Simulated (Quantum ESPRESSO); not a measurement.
# NaFe2O3: parallel and opposed starts, part 2 of 2

A self-consistent run ends on one state, which hangs on the start. Several orders of NaFe2O3 are started in Quantum ESPRESSO and their energies compared.

Quantum ESPRESSO 7.5; LDA with U = 3.6 eV on Fe d (ortho-atomic projectors); plane waves with GBRV 1.5 PBEsol potentials, no spin-orbit coupling.

So far: Set-up; Start 1: ferro ++.

### 3. Run 2 (antiferro +−)

The input, pw.in:

```
&CONTROL
  calculation = 'scf'
  prefix = 'pwscf'
  outdir = './tmp'
  pseudo_dir = './pseudo'
  disk_io = 'nowf'
  tprnfor = .true.
  tstress = .true.
/
&SYSTEM
  ibrav = 0
  celldm(1) = 8
  nat = 6
  ntyp = 4
  ecutwfc = 40
  ecutrho = 280
  nbnd = 40
  input_dft = 'pz'
  occupations = 'smearing'
  smearing = 'fd'
  degauss = 0.01469973
  nspin = 2
  starting_magnetization(1) = 0
  starting_magnetization(2) = 0.25
  starting_magnetization(3) = -0.25
  starting_magnetization(4) = 0
/
&ELECTRONS
  conv_thr = 1.2d-08
  electron_maxstep = 150
  mixing_beta = 0.3
/
ATOMIC_SPECIES
Na     22.9898 na_pbesol_v1.5.uspp.F.UPF
Fe1    55.8450 fe_pbesol_v1.5.uspp.F.UPF
Fe2    55.8450 fe_pbesol_v1.5.uspp.F.UPF
O      15.9990 o_pbesol_v1.2.uspp.F.UPF
CELL_PARAMETERS alat
   0.7197494377168    0.0000000000000    0.0000000000000
  -0.3598747188584    0.6233212974150    0.0000000000000
   0.0000000000000    0.0000000000000    1.8372862246674
ATOMIC_POSITIONS crystal
Na      0.0000000000    0.0000000000    0.5000000000
Fe1     0.3333333333    0.6666666667    0.1647000000
Fe2     0.6666666667    0.3333333333    0.8353000000
O       0.3333333333    0.6666666667    0.6650000000
O       0.6666666667    0.3333333333    0.3350000000
O       0.0000000000    0.0000000000    0.0000000000
K_POINTS automatic
8 8 4 0 0 0
HUBBARD {ortho-atomic}
U Fe1-3d 3.6000
U Fe2-3d 3.6000
```

On the command line:

```sh
> OMP_NUM_THREADS=1 mpirun -n 2 pw.x -nk 2 -in pw.in > pw.out
```

Log:

```text
[banner, memory and clock lines left out]
Program PWSCF v.7.5 starts

     IMPORTANT: XC functional enforced from input :
     Exchange-correlation= PZ
                           (   1   1   0   0   0   0   0)
     Any further DFT definition will be discarded
     Please, verify this is what you really want

     Message from routine setup:
     using ibrav=0 with symmetry is DISCOURAGED, use correct ibrav instead

     bravais-lattice index     =            0
     lattice parameter (alat)  =       8.0000  a.u.
     unit-cell volume          =     422.0268 (a.u.)^3
     number of atoms/cell      =            6
     number of atomic types    =            4
     number of electrons       =        59.00
     number of Kohn-Sham states=           40
     kinetic-energy cutoff     =      40.0000  Ry
     charge density cutoff     =     280.0000  Ry
     scf convergence threshold =      1.2E-08
     mixing beta               =       0.3000
     number of iterations used =            8  plain     mixing
     Exchange-correlation= PZ
                           (   1   1   0   0   0   0   0)
     Hubbard projectors: ortho-atomic
     Hubbard parameters of DFT+U (Dudarev formulation) in eV:
     U(Fe1-3d) =  3.6000
     U(Fe2-3d) =  3.6000

     Internal variables: lda_plus_u =T, lda_plus_u_kind = 0

     Internal variables: orbital_resolved =F, hub_pot_fix =F, apply_U = F

     celldm(1)=   8.000000  celldm(2)=   0.000000  celldm(3)=   0.000000
     celldm(4)=   0.000000  celldm(5)=   0.000000  celldm(6)=   0.000000

     crystal axes: (cart. coord. in units of alat)
               a(1) = (   0.719749   0.000000   0.000000 )
               a(2) = (  -0.359875   0.623321   0.000000 )
               a(3) = (   0.000000   0.000000   1.837286 )

     reciprocal axes: (cart. coord. in units 2 pi/alat)
               b(1) = (  1.389372  0.802155 -0.000000 )
               b(2) = (  0.000000  1.604309  0.000000 )
               b(3) = (  0.000000 -0.000000  0.544281 )

     PseudoPot. # 1 for Na read from file:
     na_pbesol_v1.5.uspp.F.UPF
     Pseudo is Ultrasoft, Zval =  9.0

     PseudoPot. # 2 for Fe read from file:
     fe_pbesol_v1.5.uspp.F.UPF
     Pseudo is Ultrasoft + core correction, Zval = 16.0

     PseudoPot. # 3 for Fe read from file:
     fe_pbesol_v1.5.uspp.F.UPF
     Pseudo is Ultrasoft + core correction, Zval = 16.0

     PseudoPot. # 4 for O  read from file:
     o_pbesol_v1.2.uspp.F.UPF
     Pseudo is Ultrasoft + core correction, Zval =  6.0

     atomic species   valence    mass     pseudopotential
     Na                9.00    22.98980     Na( 1.00)
     Fe1              16.00    55.84500     Fe( 1.00)
     Fe2              16.00    55.84500     Fe( 1.00)
     O                 6.00    15.99900     O ( 1.00)

     Starting magnetic structure
     atomic species   magnetization
     Na              0.000
     Fe1             0.250
     Fe2            -0.250
     O               0.000

      6 Sym. Ops. (no inversion) found

   Cartesian axes

     site n.     atom                  positions (alat units)
         1        Na     tau(   1) = (   0.0000000   0.0000000   0.9186431  )
         2        Fe1    tau(   2) = (  -0.0000000   0.4155475   0.3026010  )
         3        Fe2    tau(   3) = (   0.3598747   0.2077738   1.5346852  )
         4        O      tau(   4) = (  -0.0000000   0.4155475   1.2217953  )
         5        O      tau(   5) = (   0.3598747   0.2077738   0.6154909  )
         6        O      tau(   6) = (   0.0000000   0.0000000   0.0000000  )

     number of k points=    35  Fermi-Dirac smearing, width (Ry)=  0.0147
                       cart. coord. in units 2pi/alat
        k(    1) = (   0.0000000   0.0000000   0.0000000), wk =   0.0039062
        k(    2) = (   0.0000000   0.0000000   0.1360703), wk =   0.0078125
        k(    3) = (   0.0000000   0.0000000  -0.2721405), wk =   0.0039062
        k(    4) = (   0.0000000   0.2005386   0.0000000), wk =   0.0234375
        k(    5) = (   0.0000000   0.2005386   0.1360703), wk =   0.0234375
        [... 30 further k-points ...]

     Dense  grid:    33403 G-vectors     FFT dimensions: (  32,  32,  80)

     Smooth grid:    14501 G-vectors     FFT dimensions: (  24,  24,  60)

     Check: negative core charge=   -0.000035
     Generating pointlists ...
     new r_m :   0.2122 (alat units)  1.6974 (a.u.) for type    1
     new r_m :   0.2120 (alat units)  1.6964 (a.u.) for type    2
     new r_m :   0.2120 (alat units)  1.6964 (a.u.) for type    3
     new r_m :   0.2120 (alat units)  1.6964 (a.u.) for type    4

     Initial potential from superposition of free atoms

     starting charge      56.9936, renormalised to      59.0000

     STARTING HUBBARD OCCUPATIONS:

     =================== HUBBARD OCCUPATIONS ===================
     ------------------------ ATOM    2 ------------------------
     Tr[ns(  2)] (up, down, total) =   5.00000  0.00000  5.00000
     Atomic magnetic moment for atom   2 =   5.00000
     [... lines left out ...]
     ------------------------ ATOM    3 ------------------------
     Tr[ns(  3)] (up, down, total) =   0.00000  5.00000  5.00000
     Atomic magnetic moment for atom   3 =  -5.00000
     [... lines left out ...]
     Number of occupied Hubbard levels =   10.0000

     Atomic wfc used for Hubbard projectors are orthogonalized

     Starting wfcs are   43 randomized atomic wfcs

     Self-consistent Calculation

     iteration #  1     ecut=    40.00 Ry     beta= 0.30
     Davidson diagonalization with overlap
     ethr =  1.00E-02,  avg # of iterations =  3.1

     =================== HUBBARD OCCUPATIONS ===================
     ------------------------ ATOM    2 ------------------------
     Tr[ns(  2)] (up, down, total) =   4.90926  0.69164  5.60090
     Atomic magnetic moment for atom   2 =   4.21763
     [... lines left out ...]
     ------------------------ ATOM    3 ------------------------
     Tr[ns(  3)] (up, down, total) =   0.69175  4.90922  5.60097
     Atomic magnetic moment for atom   3 =  -4.21747
     [... lines left out ...]
     Number of occupied Hubbard levels =   11.2019

     total energy              =    -691.35218495 Ry
     estimated scf accuracy    <       1.30940073 Ry

     total magnetization       =     0.00 Bohr mag/cell
     absolute magnetization    =     8.97 Bohr mag/cell

     iteration #  2     ecut=    40.00 Ry     beta= 0.30
     Davidson diagonalization with overlap
     ethr =  2.22E-03,  avg # of iterations =  2.1

     total energy              =    -691.55430382 Ry
     estimated scf accuracy    <       0.23598608 Ry

     total magnetization       =     0.00 Bohr mag/cell
     absolute magnetization    =     8.40 Bohr mag/cell

     [... further iterations left out ...]

     iteration # 18     ecut=    40.00 Ry     beta= 0.30
     Davidson diagonalization with overlap
     ethr =  9.98E-11,  avg # of iterations =  1.0

     total energy              =    -691.58513122 Ry
     estimated scf accuracy    <       0.00000002 Ry

     total magnetization       =     0.00 Bohr mag/cell
     absolute magnetization    =     8.63 Bohr mag/cell

     iteration # 19     ecut=    40.00 Ry     beta= 0.30
     Davidson diagonalization with overlap
     ethr =  3.08E-11,  avg # of iterations =  2.0

     Magnetic moment per site  (integrated on atomic sphere of radius R)
     atom   1 (R=0.212)  charge=  7.9365  magn= -0.0000
     atom   2 (R=0.212)  charge= 13.4533  magn=  3.7137
     atom   3 (R=0.212)  charge= 13.4533  magn= -3.7137
     atom   4 (R=0.212)  charge=  5.7413  magn= -0.3288
     atom   5 (R=0.212)  charge=  5.7413  magn=  0.3288
     atom   6 (R=0.212)  charge=  5.8337  magn=  0.0000

     End of self-consistent calculation

     =================== HUBBARD OCCUPATIONS ===================
     ------------------------ ATOM    2 ------------------------
     Tr[ns(  2)] (up, down, total) =   4.95712  1.02348  5.98060
     Atomic magnetic moment for atom   2 =   3.93364
     [... lines left out ...]
     ------------------------ ATOM    3 ------------------------
     Tr[ns(  3)] (up, down, total) =   1.02348  4.95712  5.98059
     Atomic magnetic moment for atom   3 =  -3.93364
     [... lines left out ...]
     Number of occupied Hubbard levels =   11.9612

     [... lines left out ...]
     the Fermi energy is    10.4651 ev

!    total energy              =    -691.58513127 Ry
     estimated scf accuracy    <          3.7E-09 Ry
     smearing contrib. (-TS)   =      -0.02509953 Ry
     internal energy E=F+TS    =    -691.56003174 Ry

     The total energy is F=E-TS. E is the sum of the following terms:
     one-electron contribution =    -379.17873377 Ry
     hartree contribution      =     216.53962008 Ry
     xc contribution           =     -92.96895162 Ry
     ewald contribution        =    -436.17398950 Ry
     Hubbard energy            =       0.22202308 Ry

     total magnetization       =     0.00 Bohr mag/cell
     absolute magnetization    =     8.63 Bohr mag/cell

     convergence has been achieved in  19 iterations

     Forces acting on atoms (cartesian axes, Ry/au):

     atom    1 type  1   force =    -0.00000000   -0.00000000    0.00000762
     atom    2 type  2   force =     0.00000000    0.00000000    0.11006723
     atom    3 type  3   force =     0.00000000    0.00000000   -0.11007358
     atom    4 type  4   force =     0.00000000   -0.00000000    0.16060102
     atom    5 type  4   force =     0.00000000    0.00000000   -0.16060068
     atom    6 type  4   force =     0.00000000    0.00000000   -0.00000161

     Total force =     0.275348     Total SCF correction =     0.000062

     Computing stress (Cartesian axis) and pressure

          total   stress  (Ry/bohr**3)                   (kbar)     P=     -116.40
  -0.00067903  -0.00000000   0.00000000          -99.89       -0.00        0.00
  -0.00000000  -0.00067903   0.00000000           -0.00      -99.89        0.00
   0.00000000   0.00000000  -0.00101581            0.00        0.00     -149.43
```

Wall time 2.7 min (2 MPI ranks of Arm Neoverse N1, shared host); peak memory 0.39 GiB; 5.5 min of CPU time.

Spin moment in the atom's sphere by atom:

```
atom  spin moment in the atom's sphere (μB)
 Na1                                   0.00
 Fe2                                   3.71
 Fe3                                  -3.71
  O4                                  -0.33
  O5                                   0.33
  O6                                   0.00
```

This step gave:

```yaml
smearing_term_ts: 0.3415 eV
pressure: -11.64 GPa
magnetization: 0 μB
absolute_magnetization: 8.625 μB
final_state: antiferromagnetic
```

### 4. Run 3, typed as no spin polarisation

pw.in, as its differences from that of step 3:

```diff
@@ -13,3 +13,3 @@
   nat = 6
-  ntyp = 4
+  ntyp = 3
   ecutwfc = 40
@@ -21,7 +21,2 @@
   degauss = 0.01469973
-  nspin = 2
-  starting_magnetization(1) = 0
-  starting_magnetization(2) = 0.25
-  starting_magnetization(3) = -0.25
-  starting_magnetization(4) = 0
 /
@@ -34,4 +29,3 @@
 Na     22.9898 na_pbesol_v1.5.uspp.F.UPF
-Fe1    55.8450 fe_pbesol_v1.5.uspp.F.UPF
-Fe2    55.8450 fe_pbesol_v1.5.uspp.F.UPF
+Fe     55.8450 fe_pbesol_v1.5.uspp.F.UPF
 O      15.9990 o_pbesol_v1.2.uspp.F.UPF
@@ -43,4 +37,4 @@
 Na      0.0000000000    0.0000000000    0.5000000000
-Fe1     0.3333333333    0.6666666667    0.1647000000
-Fe2     0.6666666667    0.3333333333    0.8353000000
+Fe      0.3333333333    0.6666666667    0.1647000000
+Fe      0.6666666667    0.3333333333    0.8353000000
 O       0.3333333333    0.6666666667    0.6650000000
@@ -51,3 +45,2 @@
 HUBBARD {ortho-atomic}
-U Fe1-3d 3.6000
-U Fe2-3d 3.6000
+U Fe-3d 3.6000
```

Log:

```text
     [... lines left out ...]
Program PWSCF v.7.5 starts
     [... lines left out ...]
     number of atoms/cell      =            6
     [... lines left out ...]
     number of electrons       =        59.00
     number of Kohn-Sham states=           40
     kinetic-energy cutoff     =      40.0000  Ry
     charge density cutoff     =     280.0000  Ry
     scf convergence threshold =      1.2E-08
     [... lines left out ...]
     12 Sym. Ops., with inversion, found
     [... lines left out ...]
     number of k points=    35  Fermi-Dirac smearing, width (Ry)=  0.0147
     [... lines left out ...]
     iteration # 16     ecut=    40.00 Ry     beta= 0.30
     [... lines left out ...]
     Tr[ns(  2)] =   6.30569
     [... lines left out ...]
     Tr[ns(  3)] =   6.30569
     [... lines left out ...]
     the Fermi energy is     8.7517 ev
!    total energy              =    -691.31315474 Ry
     estimated scf accuracy    <          9.5E-09 Ry
     smearing contrib. (-TS)   =      -0.04338061 Ry
     [... lines left out ...]
     convergence has been achieved in  16 iterations
     [... lines left out ...]
     Total force =     0.298572     Total SCF correction =     0.000361
     [... lines left out ...]
          total   stress  (Ry/bohr**3)                   (kbar)     P=     -295.06
     [... lines left out ...]
```

It took 74 s on 2 MPI ranks; peak memory 0.3 GiB; 2.5 min of CPU time.

Read from the output:

- smearing term TS: 0.5902 eV
- pressure: -29.51 GPa
- final state: non-magnetic (no spin polarisation)

### 5. What a mistake does

As a test, an input with a fault in it is run.

pw.in, as its differences from that of step 4:

```diff
@@ -11,8 +11,7 @@
   ibrav = 0
-  celldm(1) = 8
   nat = 6
   ntyp = 3
-  ecutwfc = 40
+  ecutwfc = 16
   ecutrho = 280
-  nbnd = 40
+  nbnd = 44
   input_dft = 'pz'
@@ -21,2 +20,6 @@
   degauss = 0.01469973
+  nspin = 2
+  starting_magnetization(1) = 0
+  starting_magnetization(2) = 0.25
+  starting_magnetization(3) = 0
 /
@@ -24,3 +27,3 @@
   conv_thr = 1.2d-08
-  electron_maxstep = 150
+  electron_maxstep = 50
   mixing_beta = 0.3
@@ -31,6 +34,6 @@
 O      15.9990 o_pbesol_v1.2.uspp.F.UPF
-CELL_PARAMETERS alat
-   0.7197494377168    0.0000000000000    0.0000000000000
-  -0.3598747188584    0.6233212974150    0.0000000000000
-   0.0000000000000    0.0000000000000    1.8372862246674
+CELL_PARAMETERS angstrom
+   3.0470000000    0.0000000000    0.0000000000
+  -1.5235000000    2.6387794053    0.0000000000
+   0.0000000000    0.0000000000    7.7780000000
 ATOMIC_POSITIONS crystal
```

Log:

```text
     [... lines left out ...]
Program PWSCF v.7.5 starts
     [... lines left out ...]
     number of atoms/cell      =            6
     [... lines left out ...]
     number of electrons       =        59.00
     number of Kohn-Sham states=           44
     kinetic-energy cutoff     =      16.0000  Ry
     charge density cutoff     =     280.0000  Ry
     scf convergence threshold =      1.2E-08
     [... lines left out ...]
     12 Sym. Ops., with inversion, found
     [... lines left out ...]
     number of k points=    35  Fermi-Dirac smearing, width (Ry)=  0.0147
     [... lines left out ...]
     iteration # 50     ecut=    16.00 Ry     beta= 0.30
     [... lines left out ...]
     estimated scf accuracy    <       0.00003373 Ry
     total magnetization       =     8.95 Bohr mag/cell
     absolute magnetization    =     8.95 Bohr mag/cell
     [... lines left out ...]
     convergence NOT achieved after  50 iterations: stopping
[key lines of the parts left out:]
total energy              =    -679.67955905 Ry
```

Elapsed: 1.9 min, on 2 MPI ranks; peak memory 0.3 GiB.

Residual by cycle:

cycle, log10 residual and a bar from the least value:
```
        1        2.1 ##############################
        5       -0.1 ###################
       10       -3.8 #
       14       -3.9 
       19       -2.9 #####
       23       -3.0 #####
       28       -2.7 ######
       32       -2.5 #######
       37       -3.3 ###
       41       -3.3 ###
       46       -2.4 #######
       50       -3.3 ###
```

No converged result was reached; the numbers in the log don't describe the system.

After 50 cycles the residual stands at 4.6e-4, against 0.0021 at cycle 26 and a least value of 1.0e-4. The cap of 50 cycles in the input ended the loop.

The fault put into the input: a cutoff far too low.

### 6. The states side by side

An order is kept where moments of 0.15 μB or more survive with the typed signs; meshes match where a doubled cell samples the same k points as the first cell.

Orders:

```csv
start,final state,typed order kept,energy over the lowest (meV a seeded atom),largest site moment (μB),net moment (μB a cell of the first run),mesh matched,CPU time (s)
ferro ++,ferromagnetic,yes,0,3.756,8.995,yes,335.6
antiferro +-,antiferromagnetic,yes,25.74,3.714,0,yes,329
no spin polarisation,non-magnetic,-,1876,0,0,yes,147.7
```

### 7. Occupations of the corrected shells in the lowest state

Occupations of the Hubbard shells:

```
block  type  shell  spin  electrons             occupation numbers
    2    Fe     3d    up      4.965  0.991 0.991 0.992 0.995 0.995
    2    Fe     3d  down      1.004  0.145 0.184 0.184 0.246 0.246
    3    Fe     3d    up      4.965  0.991 0.991 0.992 0.995 0.995
    3    Fe     3d  down      1.004  0.145 0.184 0.184 0.246 0.246
```

### 8. What came out

```yaml
lowest_state_found: ferromagnetic (from ferro ++)
largest_site_moment: 3.76 μB
next_state_with_moments: antiferromagnetic, 25.7 meV a seeded atom higher
state_without_moments_under_the_same_u: 1876 meV a seeded atom higher
```

**Reading.** Under a U the spinless run pays the Hubbard penalty of a partly filled shell, so its energy overstates what forming the moments gains. The smearing terms TS of the orders run from 137 to 171 meV a seeded atom, so the differences would change at a smaller width: an order with a larger TS is lowered more by the smearing. This is the lowest of 3 collinear or spinless starts, no proof of the ground state. The pseudopotentials were made with another functional, an inconsistency that can move energies. Energies are free energies at an electronic temperature of 2320 K, which lowers moments and differences where the moments are itinerant. The smearing term is large for its width, so states at the Fermi level are partly filled: at this level the cell is a metal or has a gap of a few widths at most.

[Logs and program files are shortened in this print: banners, set-up blocks, solver, clock and traceback lines can be left out without a mark of their own.]

[Logs are printed without paths, hosts, clocks, repeated set-up lines and the standing remarks that a program may print on its own settings, such as how far it seeks lower states.]

[Hosts, paths, dates, database ids (printed as entryN), source tags and the programs' standing remarks are cut or masked in the printed files.]

[Where a cell is said to come from a database of computed structures, the database is the Materials Project.]
